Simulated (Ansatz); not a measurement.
**Y (P6_3/mmc): the Drude term of Re ε in the infrared**

Re ε of Y (P6_3/mmc) along x at low photon energies is read from one computed spectrum; the carriers' damping was typed as γ = 0.03 eV. x, y and z are the Cartesian axes of the input cell.

It takes space group P6_3/mmc (No. 194, hexagonal). The conventional cell has a = 3.647 Å, b = 3.647 Å, c = 5.731 Å, α = 90.00°, β = 90.00°, γ = 120.00°. Y on site c has 12 Y at 3.56 to 3.65 Å as nearest neighbours.

Method: Ansatz 0.2.0, PBE, independent particles, k-mesh 12×12×6 with interpolation inside its cells, Gaussian parameter 0.1 eV.

Launch of the response step: `ansatz run input.yaml --threads 4 --pin off --max-ram 8192MiB --backend cpu --events-out ev --progress --plain --runs-dir out`. The run took 24 s, on 4 threads of Intel(R) Xeon(R) Platinum 8488C (Sapphire Rapids) (shared host).

| photon energy E (eV) | wavelength (µm) | Re ε |
| --- | --- | --- |
| 0.25 | 4.96 | -135.9 |
| 0.30 | 4.13 | -91.3 |
| 0.35 | 3.54 | -63.0 |
| 0.40 | 3.10 | ? |
| 0.50 | 2.48 | -18.4 |
| 0.60 | 2.07 | -7.2 |
| 0.70 | 1.77 | 1.1 |

A Drude term over a constant background gives Re ε = ε_b − ωp²/(E² + γ²), linear in 1/(E² + γ²).

Working, on the rows shown:

| x = 1/(E² + γ²) (eV⁻²) | y = Re ε |
| --- | --- |
| 15.7729 | -135.9 |
| 11.0011 | -91.3 |
| 8.10373 | -63 |
| 3.98565 | -18.4 |
| 2.77085 | -7.2 |
| 2.03707 | 1.1 |

Means: x̄ = 7.2785, ȳ = -52.45. Σ(x − x̄)(y − ȳ) = -1459, Σ(x − x̄)² = 145.3. Slope = -1459 / 145.3 = -10.04; intercept = ȳ − slope · x̄ = 20.62. The line misses the rows shown by at most 2.3.

Question: Predict the last column of the withheld row from the fit.

Answer: At x = 6.215 the line gives y = -41.773. The run gave -43.1, so the interpolation is off by 1.3, 1.0 % of the range in the table.

Refitted with all rows, the slope is -10.03 and the intercept 20.372. These give ωp = √(−slope) = 3.17 eV, against 3.24 eV from the program's Fermi-surface sum, and an intercept of 20.4. Taking the program's Drude term off the rows leaves 29 at the lowest energy and 22 at the highest, so the background isn't constant: interband transitions lie in or near the window, and neither fitted number can be trusted. The values come from a sum over the points of one k-mesh and carry its error, which is largest for Fermi-surface quantities. Spin-orbit coupling is left out.
